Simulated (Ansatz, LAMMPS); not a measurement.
# Amorphous carbon (100 atoms) under strain

Aim: relax amorphous carbon (100 atoms), then change its volume and shape to read moduli from the stress.

Program: Ansatz 0.2.0. Level of theory: Kohn-Sham DFT, PBEsol, PAW (set soft_2), plane waves. Values are calculated unless marked as measured.

### Step 1. Set-up

The cell holds 100 atoms: 100 C. Cell: a = 10.470 Å, b = 10.470 Å, c = 10.470 Å, α = 90.0°, β = 90.0°, γ = 90.0°. 100 atoms (100 C) placed at random at 1.74 g/cm³, melted at 5500 K for 10 ps at fixed volume with the LCBOP (Los and Fasolino, Phys. Rev. B 68, 024107 (2003)). Quenched from 5500 K to 300 K at 100 K/ps and fixed volume, held 5 ps.

Limits known from the start: The quench rate of 100 K/ps is many orders above laboratory rates, so the cell is likely richer in defects and strain than a real sample. The starting topology of bonds comes from the classical model, and needn't be the one that DFT or experiment would give. The Brillouin zone is sampled at Γ only.

### Step 2. Single point at the start

The forces at the start show how far the geometry lies from a minimum of this functional.

Contents of input.yaml:

```yaml
crystal:
  lattice:
    - [10.4695, 0.0, 0.0]
    - [0.0, 10.4695, 0.0]
    - [0.0, 0.0, 10.4695]
  atoms:
    - { symbol: C, position: [0.17934, 0.17009, 0.12544] }
    - { symbol: C, position: [0.13178, 0.48474, 0.8677] }
    - { symbol: C, position: [0.63035, 0.62009, 0.10381] }
    - { symbol: C, position: [0.09742, 0.03234, 0.66088] }
    - { symbol: C, position: [0.50851, 0.68335, 0.08636] }
    - { symbol: C, position: [0.65342, 0.31829, 0.51992] }
    - { symbol: C, position: [0.71839, 0.61938, 0.99894] }
    - { symbol: C, position: [0.13724, 0.70874, 0.74939] }
    - { symbol: C, position: [0.18089, 0.94138, 0.11302] }
    - { symbol: C, position: [0.80267, 0.03386, 0.69708] }
    - { symbol: C, position: [0.74258, 0.81413, 0.87377] }
    - { symbol: C, position: [0.26718, 0.82372, 0.28909] }
    - { symbol: C, position: [0.11683, 0.94741, 0.76178] }
    - { symbol: C, position: [0.93668, 0.62184, 0.5519] }
    - { symbol: C, position: [0.17415, 0.25421, 0.57575] }
    - { symbol: C, position: [0.11083, 0.61708, 0.84724] }
    - { symbol: C, position: [0.80247, 0.51862, 0.80423] }
    - { symbol: C, position: [0.27667, 0.34284, 0.55601] }
    - { symbol: C, position: [0.96581, 0.37252, 0.54971] }
    - { symbol: C, position: [0.15755, 0.01728, 0.34324] }
    - { symbol: C, position: [0.155, 0.05472, 0.19452] }
    - { symbol: C, position: [0.4539, 0.39295, 0.72393] }
    - { symbol: C, position: [0.27225, 0.62636, 0.16321] }
    - { symbol: C, position: [0.42673, 0.16071, 0.89873] }
    - { symbol: C, position: [0.03134, 0.9766, 0.55525] }
    - { symbol: C, position: [0.03546, 0.73474, 0.38493] }
    - { symbol: C, position: [0.90541, 0.77093, 0.03953] }
    - { symbol: C, position: [0.89552, 0.78815, 0.17728] }
    - { symbol: C, position: [0.64772, 0.90937, 0.90059] }
    - { symbol: C, position: [0.8394, 0.88926, 0.6683] }
    - { symbol: C, position: [0.79105, 0.78069, 0.74844] }
    - { symbol: C, position: [0.2305, 0.69052, 0.28002] }
    - { symbol: C, position: [0.75697, 0.27258, 0.61188] }
    - { symbol: C, position: [0.20398, 0.58742, 0.04956] }
    - { symbol: C, position: [0.50354, 0.9568, 0.22372] }
    - { symbol: C, position: [0.0613, 0.03952, 0.43758] }
    - { symbol: C, position: [0.80998, 0.59976, 0.58718] }
    - { symbol: C, position: [0.98826, 0.15718, 0.43064] }
    - { symbol: C, position: [0.2912, 0.87866, 0.15981] }
    - { symbol: C, position: [0.4231, 0.90085, 0.12643] }
    - { symbol: C, position: [0.23999, 0.4765, 0.95856] }
    - { symbol: C, position: [0.319, 0.9354, 0.51271] }
    - { symbol: C, position: [0.70275, 0.51262, 0.90387] }
    - { symbol: C, position: [0.19463, 0.13535, 0.64911] }
    - { symbol: C, position: [0.03775, 0.37675, 0.85175] }
    - { symbol: C, position: [0.59645, 0.4189, 0.91978] }
    - { symbol: C, position: [0.05012, 0.26575, 0.50572] }
    - { symbol: C, position: [0.51201, 0.12149, 0.5121] }
    - { symbol: C, position: [0.08621, 0.99191, 0.89296] }
    - { symbol: C, position: [0.26111, 0.92837, 0.38657] }
    - { symbol: C, position: [0.87111, 0.34743, 0.64526] }
    - { symbol: C, position: [0.1715, 0.83311, 0.70622] }
    - { symbol: C, position: [0.95867, 0.77526, 0.28527] }
    - { symbol: C, position: [0.75029, 0.09981, 0.46925] }
    - { symbol: C, position: [0.67023, 0.05415, 0.89273] }
    - { symbol: C, position: [0.61691, 0.06157, 0.43004] }
    - { symbol: C, position: [0.02089, 0.11894, 0.89644] }
    - { symbol: C, position: [0.40477, 0.62326, 0.14031] }
    - { symbol: C, position: [0.79424, 0.72931, 0.97151] }
    - { symbol: C, position: [0.68603, 0.42555, 0.42876] }
    - { symbol: C, position: [0.88657, 0.12938, 0.91473] }
    - { symbol: C, position: [0.94316, 0.86815, 0.57351] }
    - { symbol: C, position: [0.01043, 0.5059, 0.51634] }
    - { symbol: C, position: [0.79008, 0.08148, 0.83082] }
    - { symbol: C, position: [0.39824, 0.04567, 0.55983] }
    - { symbol: C, position: [0.41544, 0.32703, 0.60371] }
    - { symbol: C, position: [0.5803, 0.00064, 0.31723] }
    - { symbol: C, position: [0.73499, 0.31085, 0.20614] }
    - { symbol: C, position: [0.102, 0.90689, 0.00344] }
    - { symbol: C, position: [0.77103, 0.13554, 0.60105] }
    - { symbol: C, position: [0.72962, 0.53495, 0.49605] }
    - { symbol: C, position: [0.65606, 0.53583, 0.21268] }
    - { symbol: C, position: [0.39452, 0.06151, 0.80526] }
    - { symbol: C, position: [0.40313, 0.85001, 0.71887] }
    - { symbol: C, position: [0.46878, 0.42831, 0.86038] }
    - { symbol: C, position: [0.57181, 0.16436, 0.92472] }
    - { symbol: C, position: [0.52254, 0.26386, 0.53451] }
    - { symbol: C, position: [0.51667, 0.87896, 0.92002] }
    [... 16 atom lines left out ...]
    - { symbol: C, position: [0.90482, 0.41248, 0.77305] }
    - { symbol: C, position: [0.08681, 0.24285, 0.90921] }
    - { symbol: C, position: [0.83693, 0.21882, 0.01021] }
    - { symbol: C, position: [0.29358, 0.85324, 0.62913] }
    - { symbol: C, position: [0.35264, 0.39312, 0.93411] }
    - { symbol: C, position: [0.19746, 0.23005, 0.99261] }
kpoints:
  mp_grid: { grid: [1, 1, 1] }
hamiltonian:
  xc: pbesol
scf:
  occupations: { method: fermi_dirac, width: 0.05 }
output:
  forces: true
```

Launch:

```sh
$ ansatz run input.yaml --threads 4 --pin off --max-ram 8192MiB --backend cpu --events-out ev --progress --plain --runs-dir out
```

Log:

```text
Engine: ansatz 0.2.0, x86_64-unknown-linux-gnu
Pseudopotentials: kind: paw
Pseudopotential: C, paw, valence charge 4, recommended cutoff 420 eV (normal), C.paw.azcp
Functional definition: PBEsol
  exchange = pbesol_x
  correlation = pbesol_c
Crystal: 100 atoms, lattice volume = 1147.566 Å³
Basis set: ecut = 420 eV, 22575 PW (Γ), exchange–correlation on 144×144×144 points (8 copies of the dense FFT grid, shifted against one another)
Bands: 300, of which v1, the nominal top of the filled ones, is band 200 counted from 1 (199 counted from 0)
Symmetry: 1 space group operations
Space group: P1 (ITA 1), of the structure as read, at distance tolerance 1.0e-4 Å
k-points: 1
Non-local potential: C, projectors of the file, l = 0: 2, l = 1: 2, l = 2: 1
PAW form: soft (Blöchl's): semilocal exchange-correlation on the pseudo side does not see the compensation charge
PAW frozen core: C, regenerated for the run's functional, and the local potential with it (the file was generated under x = pbe(κ = 0.804, μ = 0.219515), c = pbe(β = 0.066725))
PAW one-centre angular grid: C, 110 points (default); XC on 64 Gauss nodes
Initial density: superposition of atomic densities (neutral atoms: chi_scale 0, normalization atom), corrected by the library's trained network
Initial wavefunctions: pseudopotential atomic-orbital guess
Functional: x = pbesol(κ = 0.804, μ = 0.123457), c = pbesol(β = 0.046)
SCF iter   1: F=—  HF=-24561.241293 eV  |F-HF|=—  |Δ(HF+E_count)|=         —  Δρ=1.42e-2  dr2=4.34e0  ethr=1.77e-3  ⟨swp⟩=5.0  Hψ=1207  notcnv=0  defer=70
preconditioner: auto → LDOS  [metal: Δε(μ)=0.098 eV  Ē_g=13.140 eV  σ=0.050 eV  W_gap=0.46  n_scr=250 (ndim 8)  ℏωp=21.9 eV  f_vac=0.168  D(μ)=20.11/eV (n_scr^D=92)  β→1.0]
SCF iter   2: F=—  HF=-24560.716277 eV  |F-HF|=—  |Δ(HF+E_count)|=   5.25e-1  Δρ=6.15e-3  dr2=6.49e-1  ethr=1.08e-3  ⟨swp⟩=3.0  Hψ=522  notcnv=0  defer=76
SCF iter   3: F=—  HF=-24560.634437 eV  |F-HF|=—  |Δ(HF+E_count)|=   8.18e-2  Δρ=2.41e-3  dr2=1.14e-1  ethr=1.62e-4  ⟨swp⟩=4.0  Hψ=399  notcnv=0  defer=76
SCF iter   4: F=—  HF=-24560.622481 eV  |F-HF|=—  |Δ(HF+E_count)|=   1.20e-2  Δρ=8.84e-4  dr2=1.51e-2  ethr=2.84e-5  ⟨swp⟩=2.0  Hψ=372  notcnv=0  defer=76
SCF iter   5: F=—  HF=-24560.621297 eV  |F-HF|=—  |Δ(HF+E_count)|=   1.18e-3  Δρ=3.85e-4  dr2=2.52e-3  ethr=3.76e-6  ⟨swp⟩=3.0  Hψ=468  notcnv=0  defer=76
SCF iter   6: F=—  HF=-24560.621137 eV  |F-HF|=—  |Δ(HF+E_count)|=   1.60e-4  Δρ=1.63e-4  dr2=4.39e-4  ethr=6.29e-7  ⟨swp⟩=2.0  Hψ=309  notcnv=0  defer=76
SCF iter   7: F=—  HF=-24560.621118 eV  |F-HF|=—  |Δ(HF+E_count)|=   1.89e-5  Δρ=7.18e-5  dr2=8.41e-5  ethr=1.10e-7  ⟨swp⟩=2.0  Hψ=371  notcnv=0  defer=76
SCF iter   8: F=—  HF=-24560.622446 eV  |F-HF|=—  |Δ(HF+E_count)|=   1.33e-3  Δρ=2.76e-5  dr2=1.20e-5  ethr=2.10e-8  ⟨swp⟩=2.0  Hψ=435  notcnv=0  defer=76
SCF iter   9: F=—  HF=-24560.622445 eV  |F-HF|=—  |Δ(HF+E_count)|=   4.38e-7  Δρ=1.15e-5  dr2=1.91e-6  ethr=3.01e-9  ⟨swp⟩=2.0  Hψ=371  notcnv=0  defer=76
SCF iter  10: F=—  HF=-24560.622445 eV  |F-HF|=—  |Δ(HF+E_count)|=   6.38e-8  Δρ=5.28e-6  dr2=4.32e-7  ethr=4.77e-10  ⟨swp⟩=2.0  Hψ=375  notcnv=0  defer=76
SCF iter  11: F=-24560.622445 eV  HF=-24560.622445 eV  |F-HF|=6.34e-8  |Δ(HF+E_count)|=   1.08e-8  Δρ=2.33e-6  dr2=8.97e-8  ethr=2.50e-11  ⟨swp⟩=4.0  Hψ=856  notcnv=0
SCF 1 converged in 11 iterations: F = -24560.622445 eV  dr2 = 8.97e-8
  greatest PAW one-centre occupation: 0.684 electrons in one spin orbital (limit 2), on the C atom at site 57 (counted from 0), in its partial waves of l = 0
SCF converged after 11 iterations
Free energy (F): -24560.622445 eV
Harris-Foulkes:  -24560.622445 eV  (|F-HF|=6.34e-8)
Internal energy: -24560.403403 eV  (E = F + TS)
E sigma→0 (E₀):  -24560.512924 eV
Entropy (-TS):   -0.219042 eV (-2.190 meV/atom)
Fermi energy:    4.076531 eV
--- Per-component energies (eV) ---
  E_band       = -1716.285309
  E_kinetic    = 8724.150165
  E_local      = -23276.255500  (includes V_loc(G=0)·N_el)
  E_nonlocal   = 2684.828793
  E_hartree    = 8279.671582
  E_xc         = -4642.928875
  E_vxc        = -5763.527103  (∫ρ·V_xc dr)
  E_paw        = -9507.751345  (= ΣΔE_a)
  E_vpaw       = -644.829210  (= ΣTr[D̂ρ^β])
  E_aug_tail   = 0.000744  (compensation charges beyond the density's cutoff)
  E_ewald      = -6824.229018
  E_core_change = 2.110051  (= ΣΔE_core)
  E_smearing   = -0.219042  (= −TS)
  E_closure    = 0.000000  (closes the sum)
  Σ components = -24560.622445   (vs F -24560.622445, Δ=0.00e0)
--- Forces (eV/Å), atoms counted from 1 ---
  atom   1  C     -0.40441326    -1.88057637    -2.81782271
  atom   2  C     -2.30423690    -4.97242353    -0.62806147
  atom   3  C      0.65974275    -3.49834498     4.07914171
  atom   4  C      0.67134904     2.05264011    -1.83913223
  atom   5  C     -1.47921728    -0.54238833     1.64893182
  atom   6  C      1.63434809     0.35728138     0.97387633
  atom   7  C     -0.34091707    -1.80589473    -2.10158284
  atom   8  C      0.61372449     0.04774979     1.13956702
  atom   9  C     -1.01592057     0.07340112    -1.66518923
  atom  10  C      0.29558957     0.15488974    -0.69101641
  atom  11  C      1.11049256    -0.99423552    -1.32406492
  atom  12  C     -0.62829691    -1.06699755     0.65904411
  atom  13  C     -0.86848859    -0.32321851     3.33318493
  atom  14  C      2.33881701    -1.01379691    -1.94032928
[...]
atom  99  C     -1.26618491    -3.11588698     0.43199598
  atom 100  C      0.04270430    -2.25216873     3.59684000
  max |Σ_I F_I| component: 8.78e-5 eV/Å
```

Elapsed: 3.8 s, on 4 threads of AMD EPYC 9R45, shared host; peak memory 1.3 GiB.

In the SCF lines HF is the Harris–Foulkes energy and dr2 the Hartree energy of the density residual, in eV; the loop may stop once dr2 is under the threshold and the program's other checks hold. Hψ counts applications of the Hamiltonian.

The r.m.s. force at the start is 1.6 eV/Å.

(Continued in part 2 of 4.)

[Long decimals in the printed logs are rounded to 6 places.]

[Logs are printed without paths, hosts, clocks, repeated set-up lines and the standing remarks that a program may print on its own settings, such as how far it seeks lower states.]

[Hosts, paths, dates, database ids (printed as entryN), source tags and the programs' standing remarks are cut or masked in the printed files.]
